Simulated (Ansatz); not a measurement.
## Ga2O3 (C2/m): how ε∞ follows the gap

The empty bands of Ga2O3 (C2/m) are shifted up rigidly by Δ, and ε∞ along x is computed for each shift. x, y and z are the Cartesian axes of the input cell.

Cell: a, b, c = 6.293, 6.293, 5.798 Å (primitive vectors), 10 atoms.

Method: Ansatz 0.2.0, PBE, independent particles, k-mesh 8×8×4 with interpolation inside its cells, Gaussian parameter 0.1 eV.

Launch of the response step: `ansatz run input.yaml --threads 4 --pin off --max-ram 8192MiB --backend cpu --events-out ev --progress --plain --runs-dir out`. The series took 9.8 min in all, on 4 threads of Arm Neoverse V2, with other jobs on the host.

```tsv
Δ (eV)	ε∞ along x
0.00	4.087
0.40	3.952
0.80	3.832
1.20	?
1.60	3.625
2.00	3.535
```

With one effective transition at E₀ and fixed dipole strength, ε∞ − 1 = A/(E₀ + Δ), so 1/(ε∞ − 1) is linear in Δ.

Working, on the rows shown:

| x = Δ (eV) | y = 1/(ε∞ − 1) |
| --- | --- |
| 0 | 0.323939 |
| 0.4 | 0.338753 |
| 0.8 | 0.353107 |
| 1.6 | 0.380952 |
| 2 | 0.394477 |

Means: x̄ = 0.96, ȳ = 0.35825. Σ(x − x̄)(y − ȳ) = 0.09689, Σ(x − x̄)² = 2.752. Slope = 0.09689 / 2.752 = 0.03521; intercept = ȳ − slope · x̄ = 0.32445. Turned back into ε∞ along x, the line misses the rows shown by at most 0.0048.

Question: Predict the last column of the withheld row from the fit.

Answer: At x = 1.2 the line gives y = 0.3667, that is 3.727. The run gave 3.723, so the interpolation is off by 0.0041, 0.7 % of the range in the table.

Refitted with all rows, the slope is 0.03524 and the intercept 0.3245. These give E₀ = intercept/slope = 9.2 eV, far above the least direct gap of 2.46 eV: most of the screening comes from transitions well over the edge. Over the first step ε∞ falls by 8 % per eV. Excitons are left out and so are local fields; PBE gaps are as a rule too small. Spin-orbit coupling is left out.

[Logs are printed without paths, hosts, clocks, repeated set-up lines and the standing remarks that a program may print on its own settings, such as how far it seeks lower states.]
